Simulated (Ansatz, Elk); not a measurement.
# How far do independent atoms describe ZrCoCl6?

Structure refinements treat a crystal as free atoms side by side. For a made-up structure of ZrCoCl6 (cell and positions from a PBEsol relaxation) the runs below show what the calculated density changes in F(hkl).

Method: DFT, PBE, all-electron APW+lo, Dirac cores, scalar-relativistic bands, static density, ferromagnetic start, in Elk 11.2.3 (patched build).

This account leaves out most program logs.

The structure was built from a prototype and need not be the compound's stable phase.

## 1. Starting point

The structure is cubic, space group Fm-3m (No. 225). The conventional cell has a = 9.632 Å, b = 9.632 Å, c = 9.632 Å, α = 90.00°, β = 90.00°, γ = 90.00°. Zr has 6 Cl at 2.45 Å nearest. Nearest to Co lie 6 Cl at 2.37 Å. Nearest to Cl lie 1 Co at 2.37 Å and 1 Zr at 2.45 Å. Farther neighbours and most contacts between anions are not listed.

## 2. Ground state and structure factors

An all-electron density is needed, since X-rays see the cores too. Task 0 finds the density and task 195 Fourier-transforms it; tshift is off so that phases refer to the origin typed.

Contents of elk.in:

```
tasks
  0
  195
  196

xctype
  20

spinpol
  .true.

rgkmax
  7.0

gmaxvr
  14.0

lmaxo
  7

lmaxapw
  8

swidth
  0.002

tshift
  .false.

ramdisk
  .false.

hmaxvr
  5.5

maxscl
  120

epspot
  1e-06

reducebf
  0.8

sppath
  './'

avec
  0.00000000000 9.10049504985 9.10049504985
  9.10049504985 -0.00000000000 9.10049504985
  9.10049504985 9.10049504985 0.00000000000

atoms
  3
  'Zr.in'
  1
  0.5000000000 0.5000000000 0.5000000000   0.000000 0.000000 0.000000
  'Co.in'
  1
  0.0000000000 -0.0000000000 0.0000000000   0.000000 0.000000 -0.120000
  'Cl.in'
  6
  0.7539386924 0.7539386924 0.2460613076   0.000000 0.000000 0.000000
  0.2460613076 0.2460613076 0.7539386924   0.000000 0.000000 0.000000
  0.7539386924 0.2460613076 0.7539386924   0.000000 0.000000 0.000000
  0.2460613076 0.7539386924 0.7539386924   0.000000 0.000000 0.000000
  0.2460613076 0.7539386924 0.2460613076   0.000000 0.000000 0.000000
  0.7539386924 0.2460613076 0.2460613076   0.000000 0.000000 0.000000

ngridk
  4 4 4
```

Launch:

```sh
OMP_NUM_THREADS=4 elk
```

Run time: 3.2 min. Hardware: 4 threads of Arm Neoverse V2, shared host; peak memory 0.71 GiB; 9.4 min of CPU time.

SFACRHO.OUT:

```text

h k l indices transformed by vhmat matrix:
   1.000000000       0.000000000       0.000000000    
   0.000000000       1.000000000       0.000000000    
   0.000000000       0.000000000       1.000000000    

      h      k      l  multipl.   |H|            Re(F)            Im(F)           |F|

      0      0      0      1   0.0000000       169.00000     -0.17553713E-15   169.00000    
     -1     -1     -1      8  0.59792331      -9.4846518      0.49683125E-13   9.4846518    
      0     -1     -1      6  0.69042236       91.134022     -0.21736367E-13   91.134022    
      1      1      2     12  0.97640467       29.214103      0.42165284E-13   29.214103    
      2      1      0     24   1.1449360      -11.069234     -0.44453322E-13   11.069234    
      2      2      2      8   1.1958466      -22.236838      0.87517479E-13   22.236838    
      0     -2     -2      6   1.3808447       122.76532     -0.40040677E-13   122.76532    
     -1      0      2     24   1.5047407      -12.600197      0.39223520E-14   12.600197    
      2      1     -1     24   1.5438313       71.996846     -0.65372533E-14   71.996846    
     -3     -1      0     24   1.6911825       26.883703     -0.37017197E-13   26.883703    
      0     -3     -2     24   1.7937699      -6.3244351      0.82369392E-13   6.3244351    
      0      3      0      8   1.7937699      -14.009029     -0.40530971E-13   14.009029    
      0     -2      2     12   1.9528093       103.13231      0.19810858E-13   103.13231    
      2     -2     -1     48   2.0422969      -8.0382620     -0.61450181E-13   8.0382620    
      0      3     -1     24   2.0712671       62.459928      0.17568868E-13   62.459928    
      0      3      3      6   2.0712671       63.153888      0.74851550E-13   63.153888    
     -1     -4     -3     24   2.1833072       25.025064     -0.67333709E-13   25.025064    
     -1     -1      3     24   2.2637011      -9.6258275     -0.77139589E-13   9.6258275
```

Elk indexes on the primitive cell of elk.in and gives |H| = 4π sin θ/λ in inverse bohr. Below, one row stands for each form hkl of the conventional cell (m members, Friedel mates merged), F is for one primitive cell and the density is static (no thermal factor). Free-atom factors are Waasmaier and Kirfel's, and R is Σm||F|−|F'||/Σm|F|.

```csv
hkl,m,sin θ/λ (Å⁻¹),"abs F, DFT",neutral atoms,diff.,ions,diff.
111,8,0.090,9.485,9.495,-0.010,8.377,+1.108
200,6,0.104,91.134,91.031,+0.103,89.459,+1.675
220,12,0.147,29.214,29.565,-0.351,28.293,+0.921
311,24,0.172,11.069,11.206,-0.137,10.887,+0.183
222,8,0.180,22.237,21.501,+0.736,22.049,+0.188
400,6,0.208,122.765,122.326,+0.439,122.195,+0.570
331,24,0.226,12.600,12.794,-0.194,12.615,-0.015
420,24,0.232,71.997,72.007,-0.010,72.034,-0.037
422,24,0.254,26.884,27.095,-0.212,27.370,-0.487
511,24,0.270,6.324,6.107,+0.217,6.036,+0.289
333,8,0.270,14.009,14.160,-0.151,14.047,-0.038
440,12,0.294,103.132,103.251,-0.119,103.175,-0.043
531,48,0.307,8.038,7.948,+0.090,7.922,+0.116
442,24,0.311,62.460,62.581,-0.121,62.714,-0.254
600,6,0.311,63.154,62.947,+0.206,63.079,+0.075
620,24,0.328,25.025,24.853,+0.172,25.162,-0.137
533,24,0.340,9.626,9.588,+0.038,9.590,+0.036
622,24,0.344,10.968,11.170,-0.202,10.721,+0.247
```

The ions are Zr4+, Co2+ and Cl−, by formal charge.

## 3. The magnetisation density

The same run holds the spin density, and task 196 transforms it. The order is that of the start, and no other was tried.

SFACMAG_1.OUT:

```text

h k l indices transformed by vhmat matrix:
   1.000000000       0.000000000       0.000000000    
   0.000000000       1.000000000       0.000000000    
   0.000000000       0.000000000       1.000000000    

      h      k      l  multipl.   |H|            Re(F)            Im(F)           |F|

      0      0      0      1   0.0000000       2.9998669     -0.94540924E-18   2.9998669    
     -1     -1     -1      8  0.59792331       2.2384113      0.25536146E-17   2.2384113    
      0     -1     -1      6  0.69042236       2.4491362     -0.10214458E-16   2.4491362    
      1      1      2     12  0.97640467       2.0281840      0.10693261E-16   2.0281840    
      2      1      0     24   1.1449360       1.9353430     -0.51072291E-17   1.9353430    
      2      2      2      8   1.1958466       1.7071291      0.41496237E-17   1.7071291    
      0     -2     -2      6   1.3808447       1.9950420     -0.26174549E-16   1.9950420    
     -1      0      2     24   1.5047407       1.6653335      0.38304219E-17   1.6653335    
      2      1     -1     24   1.5438313       1.6972198      0.47880273E-17   1.6972198    
     -3     -1      0     24   1.6911825       1.4650552     -0.28728164E-17   1.4650552    
      0     -3     -2     24   1.7937699       1.4409951      0.71501208E-16   1.4409951    
      0      3      0      8   1.7937699       1.4330783     -0.22982531E-16   1.4330783    
      0     -2      2     12   1.9528093       1.3474779     -0.27050816E-17   1.3474779    
      2     -2     -1     48   2.0422969       1.2346192      0.19152109E-16   1.2346192    
      0      3     -1     24   2.0712671       1.1861976      0.95760546E-18   1.1861976    
      0      3      3      6   2.0712671       1.2840137      0.55860319E-16   1.2840137
```

The total moment is 3.00 μB a cell; sphere moments: Zr1 +0.06, Co2 +2.47, Cl3 +0.06, Cl4 +0.06, Cl5 +0.06, Cl6 +0.06, Cl7 +0.06, Cl8 +0.06 μB. Polarised neutrons measure spin and orbital magnetisation together; without spin-orbit coupling the run gives the spin part:

```csv
hkl,sin θ/λ (Å⁻¹),abs F_M (μB)
111,0.090,2.238
200,0.104,2.449
220,0.147,2.028
311,0.172,1.935
222,0.180,1.707
400,0.208,1.995
331,0.226,1.665
420,0.232,1.697
422,0.254,1.465
511,0.270,1.441
333,0.270,1.433
440,0.294,1.347
531,0.307,1.235
442,0.311,1.186
```

## 4. The highest occupied states alone

An energy window below the Fermi level keeps the highest occupied states, to see at which angles they scatter; shallow core shells can lie inside it and anion s states outside. No new self-consistency is needed.

Changes to elk.in since step 2:

```diff
@@ -1,5 +1,3 @@
 tasks
-  0
   195
-  196
 
@@ -44,2 +42,5 @@
 
+wsfac
+  -0.523170 0.328070
+
 sppath
```

Launch:

```sh
OMP_NUM_THREADS=4 elk
```

Wall time 29 s (4 threads); peak memory 0.46 GiB.

States within 15 eV below the Fermi level hold 54.48 electrons; any levels below the window count with the cores, and a count that is not whole means the window cuts a band. Their amplitudes can exceed the total, where window and core parts have opposite phase:

```csv
hkl,sin θ/λ (Å⁻¹),"abs F, window","abs F, all"
111,0.090,6.191,9.485
200,0.104,19.353,91.134
220,0.147,1.266,29.214
311,0.172,4.814,11.069
222,0.180,12.744,22.237
400,0.208,19.033,122.765
331,0.226,3.831,12.600
420,0.232,7.941,71.997
422,0.254,1.332,26.884
511,0.270,3.694,6.324
```

## 5. Another functional

The difference from free atoms is small, so it is set against the change that LDA (Perdew-Wang) makes.

Changes to elk.in since step 4:

```diff
@@ -1,6 +1,8 @@
 tasks
+  0
   195
+  196
 
 xctype
-  20
+  3
 
@@ -42,5 +44,2 @@
 
-wsfac
-  -0.523170 0.328070
-
 sppath
```

Launch:

```sh
OMP_NUM_THREADS=4 elk
```

Wall time 2 min (4 threads); peak memory 0.46 GiB.

Against the first run R = 0.11 %; the largest change is -0.130 at 222. The moment goes from 3.00 to 3.00 μB.

## 6. Basis size

The basis and the expansions that go with it are enlarged, to see whether the differences are converged.

Changes to elk.in since step 5:

```diff
@@ -6,3 +6,3 @@
 xctype
-  3
+  20
 
@@ -12,12 +12,12 @@
 rgkmax
-  7.0
+  8.5
 
 gmaxvr
-  14.0
+  18.0
 
 lmaxo
-  7
+  9
 
 lmaxapw
-  8
+  10
```

Launch:

```sh
OMP_NUM_THREADS=4 elk
```

The job ended after 7.7 min (4 threads; peak memory 1.3 GiB).

Against the first run R = 0.01 %; the largest change is -0.019 at 844. The moment goes from 3.00 to 3.00 μB.

## 7. With a Hubbard U

A Hubbard U is put on the d shell, to see how far it moves the factors.

Changes to elk.in since step 6:

```diff
@@ -12,12 +12,12 @@
 rgkmax
-  8.5
+  7.0
 
 gmaxvr
-  18.0
+  14.0
 
 lmaxo
-  9
+  7
 
 lmaxapw
-  10
+  8
 
@@ -71 +71,5 @@
   4 4 4
+
+dft+u
+  1 1
+  2 2 0.121273 0.000000
```

Launch:

```sh
OMP_NUM_THREADS=4 elk
```

It took 4.4 min on 4 threads; peak memory 0.71 GiB; 13 min of CPU time.

Against the first run R = 0.04 %; the largest change is +0.038 at 600. The moment goes from 3.00 to 3.00 μB.

## 8. Settings against the effect

```csv
run,R against the first run (%),"R against neutral atoms, low angle (%)",wall time
"PBE, rgkmax 7",0.00,0.55,3.2 min
LDA (Perdew-Wang),0.11,0.53,2 min
rgkmax 8.5 with larger expansions,0.01,0.54,7.7 min
PBE+U,0.04,0.55,4.4 min
```

## 9. Summary of results

- R against neutral atoms, sin θ/λ < 0.3 Å⁻¹: 0.55 %
- R against neutral atoms, 0.3 to 0.82 Å⁻¹: 0.35 %
- R against ions, below 0.3 Å⁻¹: 0.95 %

Independent neutral atoms miss the calculated amplitudes by R = 0.55 % below 0.3 Å⁻¹ and 0.35 % from there to 0.82 Å⁻¹; by shells, 0.50 % below 0.15 Å⁻¹ (3 forms), 0.55 % 0.15 to 0.3 (9 forms), 0.35 % 0.3 to 0.45 (21 forms), 0.34 % above 0.45 (110 forms). Bonding, aspherical density and the tables' own atoms all enter these figures, and the runs don't part them. The largest change of an amplitude is +0.74 electrons, at 222. Formal ions give R = 0.95 % at low angle, further off than neutral atoms. The magnetic order is that of the start. No other order was tried here, and an antiferromagnetic one would change or move the magnetic intensity. The window's part falls from 54.5 electrons at the origin to at most 2.55 between 0.45 and 0.82 Å⁻¹, where compact states inside the window still scatter. Below 0.3 Å⁻¹ the changes that finished (LDA (Perdew-Wang), rgkmax 8.5 with larger expansions and PBE+U) move F by R = 0.07 % at most, against the 0.55 % that separates it from free atoms. The magnetic factors move by R = 1.8 % (LDA (Perdew-Wang)), 0.1 % (rgkmax 8.5 with larger expansions) and 3.5 % (PBE+U), so they aren't settled to better than that. The k-mesh has no finished test. Part of the difference isn't bonding: the tables are fits to free atoms and ions calculated by other methods than this functional. Thermal motion, anomalous dispersion and extinction are left out.

[Logs are printed without paths, hosts, clocks, repeated set-up lines and the standing remarks that a program may print on its own settings, such as how far it seeks lower states.]

[Hosts, paths, dates, database ids (printed as entryN), source tags and the programs' standing remarks are cut or masked in the printed files.]
